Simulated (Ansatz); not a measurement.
**TePtS monolayer, Janus under biaxial strain in the plane of the sheet**

Aim: how do the optical modes of TePtS monolayer, Janus shift and split under this strain?

Main program and level: Ansatz 0.2.0; DFT PBE, scalar-relativistic, plane waves, PAW; PAW set soft_1.

## (1) Starting point

The cell holds 3 atoms: 1 Pt, 1 S and 1 Te. Its edges and angles: a = 3.650 Å, b = 3.650 Å, c = 30.000 Å, α = 90.0°, β = 90.0°, γ = 120.0°. Vacuum lies along c. The height across the vacuum is the one that the program set for its solve, not the one typed.

Coordinates:

```cif
data_structure
_symmetry_space_group_name_H-M 'P 1'
_symmetry_Int_Tables_number 1
_cell_length_a 3.6500
_cell_length_b 3.6500
_cell_length_c 30.0000
_cell_angle_alpha 90.000
_cell_angle_beta 90.000
_cell_angle_gamma 120.000
_cell_volume 346.13
loop_
_atom_site_label
_atom_site_type_symbol
_atom_site_fract_x
_atom_site_fract_y
_atom_site_fract_z
_atom_site_occupancy
Pt1 Pt 0.00000 0.00000 0.33333 1
S2 S 0.33333 0.66667 0.38333 1
Te3 Te 0.66667 0.33333 0.28000 1
```

## (2) A rough relaxation first

The start is far from rest, so a relaxation with loose tolerances brings it close first. The program lengthens the typed cell of 20.0 Å along the normal to 30.0 Å, as its cut-off of the electrostatics needs, and moves no atom.

The input, input.yaml:

```yaml
crystal:
  lattice:
    - [3.65, 0.0, 0.0]
    - [-1.825, 3.16099, 0.0]
    - [0.0, 0.0, 20.0]
  atoms:
    - { symbol: Pt, position: [0.0, 0.0, 0.5] }
    - { symbol: S, position: [0.333333, 0.666667, 0.575] }
    - { symbol: Te, position: [0.666667, 0.333333, 0.42] }
  periodic: [true, true, false]
kpoints:
  mp_grid: { grid: [6, 6, 1] }
hamiltonian:
  xc: pbe
  pseudopotentials: { kind: paw, azcp: { folder: soft_1 } }
scf:
  occupations: { method: gaussian, width: 0.1 }
output:
  forces: true
  stress: true
  eigenvalues: true
relax:
  adjacent_minimum: "off"
  f_tol: 0.05
  max_steps: 80
  cell: { stress_2d_tol: 0.02 }
```

On the command line:

```console
ansatz run input.yaml --threads 4 --pin off --max-ram 16384MiB --backend cpu --events-out ev --progress --plain --runs-dir out
```

Numbers of over 12 decimals in the logs are rounded to 6 here.

The log of the run:

```text
[...]
F+E_penalty+E_count = -20407.65014966 eV   max|allowed force component| = 1.398e-3 eV/Å   (the final SCF, on the basis selected at the relaxed cell)
  cell:  # Å, volume = 377.9148 Å³
    - [3.813915, 0, 0]
    - [-1.906957, 3.302947, 0]
    - [0, 0, 30.0]
  atoms:
    - { symbol: Pt, position: [4.925272640083014e-19, 0, 0.334953] }
    - { symbol: S, position: [0.333333, 0.666667, 0.374464] }
    - { symbol: Te, position: [0.666667, 0.333333, 0.287250] }
[key lines of the parts left out:]
SCF converged after 11 iterations
Free energy (F): -20407.650150 eV
Fermi energy:    -5.085745 eV
P = ½ c Tr σ = 0.0003 N/m
```

Run time: 14 s. Hardware: 4 threads of Arm Neoverse V1, shared host; peak memory 0.64 GiB.

Relaxation path:

```tsv
step	energy less that of the first step (eV)	largest force component (eV/Å)	volume (Å³)
1	0.0000	1.9566	346.13
2	-0.3028	0.0915	350.52
3	-0.3834	0.1615	369.61
4	-0.3920	0.0100	377.66
5	-0.3920	0.0006	377.91
6*	-0.3936	0.0014	377.91
```

Relaxation steps marked * repeat the geometry before them on a plane-wave basis chosen anew for their cell, so energy and pressure can jump there.

Forces are held to the 6 operations that the run works with; a distortion that breaks them can't arise in this run.

```tsv
cell as run	before	after	change
a (Å)	3.650	3.814	+4.5 %
b (Å)	3.650	3.814	+4.5 %
```

The atoms that moved most (Å, along periodic axes as changes of fractional coordinates times the final cell, across vacuum about the mean position):

```tsv
atom	dx	dy	dz	length
S2	0.000	0.000	-0.266	0.266
Te3	0.000	0.000	0.218	0.218
Pt1	0.000	0.000	0.049	0.049
```

The relaxed structure:

```xyz
3
Lattice="3.8139 0.0000 0.0000 -1.9070 3.3029 0.0000 0.0000 0.0000 30.0000" Properties=species:S:1:pos:R:3
Pt    0.0000    0.0000   10.0486
S     0.0000    2.2020   11.2339
Te    1.9070    1.1010    8.6175
```

A gap read on the k-mesh alone can miss the band edges.

This step gave:

* gap on the k-mesh: 0.9273 eV
* area per atom: 4.199 Å²

The relaxation ends with a largest force component of 0.0014 eV/Å.

## (3) Bringing the structure to rest

Harmonic phonons are second derivatives at a point where the forces vanish, and they are wanted at zero stress, so atoms and cell are relaxed first.

input.yaml, the sections that differ from step 2:

```yaml
crystal:
  lattice:
    - [3.8139147717, 0.0, 0.0]
    - [-1.9069573858, 3.3029470801, 0.0]
    - [0.0, 0.0, 30.0]
  atoms:
    - { symbol: Pt, position: [0.0, 0.0, 0.3349525789] }
    - { symbol: S, position: [0.3333333333, 0.6666666667, 0.374463756] }
    - { symbol: Te, position: [0.6666666667, 0.3333333333, 0.2872503317] }
  periodic: [true, true, false]
kpoints:
  mp_grid: { grid: [9, 9, 1] }
scf:
  occupations: { method: gaussian, width: 0.02 }
relax:
  adjacent_minimum: "off"
  f_tol: 0.005
  max_steps: 80
  cell: { stress_2d_tol: 0.02 }
# hamiltonian, output: as in step 2
```

The log of the run:

```text
[...]
Crystal: 3 atoms, lattice volume = 377.915 Å³
Basis set: ecut = 420 eV, 7361 PW (Γ), exchange–correlation on 54×54×432 points (8 copies of the dense FFT grid, shifted against one another)
Bands: 24, of which v1, the nominal top of the filled ones, is band 20 counted from 1 (19 counted from 0)
Symmetry: 6 space group operations
[...]
k-points: 12 of 81 (time reversal used)
[...]
° read free of the cell's end (the report's vacuum.weakly_bound_levels)
--- Relaxed structure (4 steps of the walk, 3 accepted, 1 SCFs on fresh bases) ---
[...]
cell:  # Å, volume = 377.3053 Å³
    - [3.810838, -2.884431715241961e-11, 0]
    - [-1.905419, 3.300282, 0]
    - [0, 0, 30.0]
  atoms:
    - { symbol: Pt, position: [0, 0, 0.334975] }
    - { symbol: S, position: [0.333333, 0.666667, 0.374554] }
    - { symbol: Te, position: [0.666667, 0.333333, 0.287137] }
[key lines of the parts left out:]
SCF converged after 8 iterations
Free energy (F): -20407.650327 eV
Fermi energy:    -5.071396 eV
P = ½ c Tr σ = -0.0031 N/m
```

The job ended after 20 s (4 threads; peak memory 0.69 GiB; 76 s of CPU time).

Little changed from the start: no atom moved by 0.005 Å and no cell edge by 0.1 %.

Numbers from this step:

```yaml
gap_on_the_k_mesh: 0.8922 eV
area_per_atom: 4.192 Å²
```

## (4) Tight relaxation

Phonons need small forces and stress, so the relaxation is finished with tight tolerances on 9×9×1 k points.

The input, input.yaml:

```yaml
crystal:
  lattice:
    - [3.8108379686, 0.0, 0.0]
    - [-1.9054189843, 3.3002824905, 0.0]
    - [0.0, 0.0, 30.0]
  atoms:
    - { symbol: Pt, position: [0.0, 0.0, 0.3349754497] }
    - { symbol: S, position: [0.3333333333, 0.6666666667, 0.3745540472] }
    - { symbol: Te, position: [0.6666666667, 0.3333333333, 0.2871371697] }
  periodic: [true, true, false]
kpoints:
  mp_grid: { grid: [9, 9, 1] }
hamiltonian:
  xc: pbe
  pseudopotentials: { kind: paw, azcp: { folder: soft_1 } }
scf:
  occupations: { method: fixed }
output:
  forces: true
  stress: true
  eigenvalues: true
  write_density: true
  write_potential: true
  elf: true
  volumetric_format: npy
relax:
  adjacent_minimum: "off"
  f_tol: 0.001
  max_steps: 60
  cell: { stress_2d_tol: 0.002 }
```

The log of the run:

```text
[...]
Crystal: 3 atoms, lattice volume = 377.305 Å³
Basis set: ecut = 420 eV, 7361 PW (Γ), exchange–correlation on 54×54×432 points (8 copies of the dense FFT grid, shifted against one another)
Bands: 24, of which v1, the nominal top of the filled ones, is band 20 counted from 1 (19 counted from 0)
Symmetry: 6 space group operations
[...]
k-points: 12 of 81 (time reversal used)
[...]
° read free of the cell's end (the report's vacuum.weakly_bound_levels)
--- Relaxed structure (2 steps of the walk, 2 accepted, 1 SCFs on fresh bases) ---
[...]
cell:  # Å, volume = 377.2776 Å³
    - [3.810698, 0.0, 0]
    - [-1.905349, 3.300162, 0]
    - [0, 0, 30.0]
  atoms:
    - { symbol: Pt, position: [0, 0, 0.334973] }
    - { symbol: S, position: [0.333333, 0.666667, 0.374558] }
    - { symbol: Te, position: [0.666667, 0.333333, 0.287135] }
[key lines of the parts left out:]
SCF converged after 11 iterations
Free energy (F): -20407.650327 eV
Fermi energy:    -5.518003 eV
P = ½ c Tr σ = 0.0001 N/m
```

Wall time 14 s (4 threads); peak memory 0.69 GiB; 51 s of CPU time.

Little changed from the start: no atom moved by 0.005 Å and no cell edge by 0.1 %.

Numbers from this step:

| Property | Result |
| --- | --- |
| gap on the k-mesh | 0.8926 eV |

ELF in the ac plane at fractional y = 0.333, with atoms of Te within 0.2 Å of it. It is the smooth field of the valence electrons, not physical close to the nuclei.

Ten even steps from '0' (0.00) to '9' (0.74), each cell a mean:
```
00000000000000
00000000000000
00000000000000
00000000000000
00000000000000
00000000000000
00000000000000
00000000000000
00000000000000
00000000000000
00000000000000
00000000000000
00000000000000
12221100000000
67886420000013
45554321111123
54334664323456
63125886444578
20001479999985
00000001111100
00000000000000
00000000000000
00000000000000
00000000000000
```
Columns run along a (3.8 Å), rows up along c (30.0 Å). Atoms in or near the plane, at fractional coordinates: Te at (0.67, 0.29).

Valence density in the ac plane at fractional y = 0.333, with atoms of Te within 0.2 Å of it. It is the smooth field of the valence electrons, not physical close to the nuclei.

Ten steps, logarithmic in the rise over the least value, from '0' (0.00 × 1e0 e/Å³) to '9' (6.48 × 1e0 e/Å³), each cell a mean:
```
00000000000000
00000000000000
00000000000000
00000000000000
00000000000000
00000000000000
00000000000000
00000000000000
00000000000000
00000000000000
00000000000000
00000000000000
00000000000000
00000000000000
23332210000011
34444322111223
33333446899754
21112347999853
00000011111110
00000000000000
00000000000000
00000000000000
00000000000000
00000000000000
```
Columns run along a (3.8 Å), rows up along c (30.0 Å). Atoms in or near the plane, at fractional coordinates: Te at (0.67, 0.29).

Electrostatic potential energy in the ac plane at fractional y = 0.333, with atoms of Te within 0.2 Å of it. With pseudopotentials it is smooth inside the atoms' cores, unlike the true potential.

Values in eV, 24 rows by 14 columns, each cell a mean:
```
 -1  -1  -1  -1  -1  -1  -1  -1  -1  -1  -1  -1  -1  -1
 -1  -1  -1  -1  -1  -1  -1  -1  -1  -1  -1  -1  -1  -1
 -1  -1  -1  -1  -1  -1  -1  -1  -1  -1  -1  -1  -1  -1
 -1  -1  -1  -1  -1  -1  -1  -1  -1  -1  -1  -1  -1  -1
  1   1   1   1   1   1   1   1   1   1   1   1   1   1
  1   1   1   1   1   1   1   1   1   1   1   1   1   1
  1   1   1   1   1   1   1   1   1   1   1   1   1   1
  1   1   1   1   1   1   1   1   1   1   1   1   1   1
  1   1   1   1   1   1   1   1   1   1   1   1   1   1
  1   1   1   1   1   1   1   1   1   1   1   1   1   1
  1   1   1   1   1   1   1   1   1   1   1   1   1   1
  1   1   1   1   1   1   1   1   1   1   1   1   1   1
  1   1   1   1   1   1   1   1   1   1   1   1   1   1
  1   1   1   1   1   1   1   1   1   1   1   1   1   1
 -2  -3  -4  -3  -3  -2  -1   0   0   0   0   0  -1  -1
 -6  -8 -10  -9  -7  -4  -3  -2  -2  -2  -2  -2  -3  -4
 -7  -6  -6  -6  -6  -8 -11 -12 -11  -9  -9 -11 -11 -10
 -5  -3  -2  -3  -4  -8 -10 -12 -10  -8  -9 -11 -11  -9
 -1  -1  -1  -1  -1  -1  -2  -2  -2  -3  -2  -2  -2  -1
 -1  -1  -1  -1  -1  -1  -1  -1  -1  -1  -1  -1  -1  -1
 -1  -1  -1  -1  -1  -1  -1  -1  -1  -1  -1  -1  -1  -1
 -1  -1  -1  -1  -1  -1  -1  -1  -1  -1  -1  -1  -1  -1
 -1  -1  -1  -1  -1  -1  -1  -1  -1  -1  -1  -1  -1  -1
 -1  -1  -1  -1  -1  -1  -1  -1  -1  -1  -1  -1  -1  -1
```
Columns run along a (3.8 Å; values clipped at the 3rd and 97th percentile), rows up along c (30.0 Å). Atoms in or near the plane, at fractional coordinates: Te at (0.67, 0.29).

The largest force component left is 0.87 meV/Å, within the tolerances set.

## (5) Modes at rest

The force constants come from the linear response of the density to a displacement.

The modes at rest are the reference of the series.

input.yaml, the sections that differ from step 4:

```yaml
crystal:
  lattice:
    - [3.8106982977, 0.0, 0.0]
    - [-1.9053491489, 3.300161532, 0.0]
    - [0.0, 0.0, 30.0]
  atoms:
    - { symbol: Pt, position: [0.0, 0.0, 0.3349733151] }
    - { symbol: S, position: [0.3333333333, 0.6666666667, 0.3745583487] }
    - { symbol: Te, position: [0.6666666667, 0.3333333333, 0.2871350028] }
  periodic: [true, true, false]
output:
  eigenvalues: true
phonons:
  method: dfpt
# kpoints, hamiltonian, scf: as in step 4
# relax: removed
```

The log of the run:

```text
[...]
Crystal: 3 atoms, lattice volume = 377.278 Å³
Basis set: ecut = 420 eV, 7361 PW (Γ), exchange–correlation on 54×54×432 points (8 copies of the dense FFT grid, shifted against one another)
Bands: 24, of which v1, the nominal top of the filled ones, is band 20 counted from 1 (19 counted from 0)
Symmetry: 6 space group operations
k-points: 25 of 81 (irreducible under 2 space group operations, time reversal used)
[...]
SCF iter   1: F=—  HF=-20408.657193 eV  |F-HF|=—  |Δ(HF+E_count)|=         —  Δρ=3.20e-2  dr2=5.93e0  ethr=3.10e-3  ⟨swp⟩=7.6  Hψ=3273  notcnv=0  defer=49
[...]
SCF iter  17: F=-20407.650327 eV  HF=-20407.650327 eV  |F-HF|=2.18e-11  |Δ(HF+E_count)|=  1.46e-11  Δρ=6.91e-8  dr2=3.54e-11  ethr=1.00e-12  ⟨swp⟩=24.0  Hψ=6657  notcnv=0
SCF 1 converged in 17 iterations: F = -20407.650327 eV  dr2 = 3.54e-11
[...]
DFPT response loops at Γ: preconditioner auto → none (the input reference at scf.mixing.eps_inf says where Resta's filter doesn't serve); β = 0.50; Broyden in place of MSR1
SCF converged after 17 iterations
Free energy (F): -20407.650327 eV
[...]
Internal energy: -20407.650327 eV  (E = F + TS)
E sigma→0 (E₀):  -20407.650327 eV
Fermi energy:    -5.518002 eV
[...]
--- Band table (eV; the first three rows and the last of 25) ---
  k-point 0: bands = [... 16 lower, -7.1889, -5.9729, -5.6203, -5.6203, -2.7029 (-2.7029°), -2.7029 (-2.7029°), -1.6318, -0.5997]
  k-point 1: bands = [... 16 lower, -7.3809, -6.1183, -5.6621, -5.5878, -3.5007, -2.9067, -1.3332, -0.2957]
  k-point 2: bands = [... 16 lower, -7.8198, -6.3490, -5.9518, -5.6182, -4.3948, -3.1513, -0.7163, -0.3182]
  k-point 24: bands = [... 16 lower, -7.9991, -7.2664, -7.0631, -5.8998, -4.3764, -3.5912, -0.2600, 0.5458]
  ° read free of the cell's end (the report's vacuum.weakly_bound_levels)
--- Phonons (Γ-DFPT): 6 representative perturbations + reference, on 25 of 81 k-points (Σ response iterations 27) ---
  k mesh reduced under 2 symmetry operations, with k and −k counted as one. Each operation leaves every solved perturbation unchanged. A smaller set is not used because it would not reduce the number of displacements times k-points to solve
  ASR residual: 7.579e-5 → 0.000e0 eV/Å²; symmetrization residual: 2.207e-5 eV/Å²
  ASR residual per site (eV/Å²): 7.58e-5 2.95e-5 3.29e-5
  Γ frequencies (cm⁻¹): 0.00 0.00 0.00 167.24 167.24 177.89 240.80 240.80 285.27
  non-analytic LO–TO correction: not included (Born effective charges unavailable; polar crystals: no LO–TO splitting at Γ)
```

The job ended after 58 s (4 threads; peak memory 1.3 GiB; 3.7 min of CPU time).

In the SCF lines HF is the Harris–Foulkes energy and dr2 the Hartree energy of the density residual, in eV; the loop may stop once dr2 is under the threshold and the program's other checks hold. Hψ counts applications of the Hamiltonian.

Numbers from this step:

| Item | Value |
| --- | --- |
| sum-rule residual before enforcement | 7.58e-5 eV/Å² |
| point group | 3m |
| highest optical mode at the zone centre (no LO-TO term) | 285.3 cm⁻¹ |
| lowest optical zone-centre mode | 167.2 cm⁻¹ |

Without the LO-TO term. Patterns of degenerate modes are one choice out of their space. The modes at Γ (shares of kinetic energy by element, %):

```tsv
mode	frequency (cm⁻¹)	symmetry	Pt %	S %	Te %
1	0.0	acoustic	55	9	36
2	0.0	acoustic	55	9	36
3	0.0	acoustic	55	9	36
4	167.2	E	27	9	64
5	167.2	E	27	9	64
6	177.9	A1	32	4	64
7	240.8	E	18	81	1
8	240.8	E	18	81	1
9	285.3	A1	13	87	0
```

Displacements in mode 5 (167.2 cm⁻¹), the largest set to 1:
```
Pt1 -0.53 -0.07  0.00
S2  -0.77 -0.11  0.00
Te3  1.00  0.14  0.00
```

Displacements in mode 9 (285.3 cm⁻¹), the largest set to 1:
```
Pt1  0.00  0.00 -0.15
S2   0.00  0.00  1.00
Te3  0.00  0.00 -0.01
```

Before it was imposed, the acoustic sum rule was missed by 7.6e-5 eV/Å². Small misses are needed for a sound result but don't prove that mesh and cutoff are converged. The lowest optical mode is real, 167 cm⁻¹.

## (6) A member of the series: biaxial strain of +5 % in the plane of the sheet

The cell takes a biaxial strain of +5 % in the plane of the sheet. The cell is held, and the atoms relax in it.

The input, input.yaml:

```yaml
crystal:
  lattice:
    - [4.0012332126, 0.0, 0.0]
    - [-2.0006166063, 3.4651696085, 0.0]
    - [0.0, 0.0, 30.0]
  atoms:
    - { symbol: Pt, position: [0.0, 0.0, 0.3345624674] }
    - { symbol: S, position: [0.3333333333, 0.6666666667, 0.3719517552] }
    - { symbol: Te, position: [0.6666666667, 0.3333333333, 0.2901524439] }
  periodic: [true, true, false]
kpoints:
  mp_grid: { grid: [9, 9, 1] }
hamiltonian:
  xc: pbe
  pseudopotentials: { kind: paw, azcp: { folder: soft_1 } }
scf:
  occupations: { method: gaussian, width: 0.02 }
output:
  forces: true
  stress: true
  eigenvalues: true
relax:
  adjacent_minimum: "off"
  f_tol: 0.001
  max_steps: 60
```

The log of the run:

```text
[...]
--- Relaxed structure (5 steps of the walk, 4 accepted, 0 SCFs on fresh bases) ---
  F+E_penalty+E_count = -20407.49968449 eV   max|allowed force component| = 8.406e-5 eV/Å
  cell:  # Å, volume = 415.9486 Å³
    - [4.001233, 0.0, 0.0]
    - [-2.000617, 3.465170, 0.0]
    - [0.0, 0.0, 30.0]
  atoms:
    - { symbol: Pt, position: [0, 0, 0.334474] }
    - { symbol: S, position: [0.333333, 0.666667, 0.371305] }
    - { symbol: Te, position: [0.666667, 0.333333, 0.290888] }
[key lines of the parts left out:]
SCF converged after 6 iterations
Free energy (F): -20407.499684 eV
Fermi energy:    -5.039577 eV
P = ½ c Tr σ = -3.5185 N/m
```

Run time: 18 s. Hardware: 4 threads; peak memory 0.71 GiB; 68 s of CPU time.

The steps of the relaxation:

```tsv
step	energy less that of the first step (eV)	largest force component (eV/Å)
1	0.0000	0.2360
2	0.0188	0.6308
3	-0.0042	0.0149
4	-0.0042	0.0034
5	-0.0042	0.0001
```

Relaxation step 2 was tried and not accepted.

The run keeps the 6 symmetry operations that it works with, so distortions that break them were not tested.

The atoms that moved most (Å):

```tsv
atom	dx	dy	dz	length
Te3	0.000	0.000	0.022	0.022
S2	0.000	0.000	-0.019	0.019
```

Final coordinates:

```cif
data_structure
_symmetry_space_group_name_H-M 'P 1'
_symmetry_Int_Tables_number 1
_cell_length_a 4.0012
_cell_length_b 4.0012
_cell_length_c 30.0000
_cell_angle_alpha 90.000
_cell_angle_beta 90.000
_cell_angle_gamma 120.000
_cell_volume 415.95
loop_
_atom_site_label
_atom_site_type_symbol
_atom_site_fract_x
_atom_site_fract_y
_atom_site_fract_z
_atom_site_occupancy
Pt1 Pt 0.00000 0.00000 0.33447 1
S2 S 0.33333 0.66667 0.37130 1
Te3 Te 0.66667 0.33333 0.29089 1
```

This step gave:

```yaml
gap_on_the_k_mesh: 0.9067 eV
area_per_atom: 4.622 Å²
```

The largest force component left is 0.083 meV/Å.

[end of part 1 of 2]

[Logs are printed without paths, hosts, clocks, repeated set-up lines and the standing remarks that a program may print on its own settings, such as how far it seeks lower states.]

[Hosts, paths, dates, database ids (printed as entryN), source tags and the programs' standing remarks are cut or masked in the printed files.]
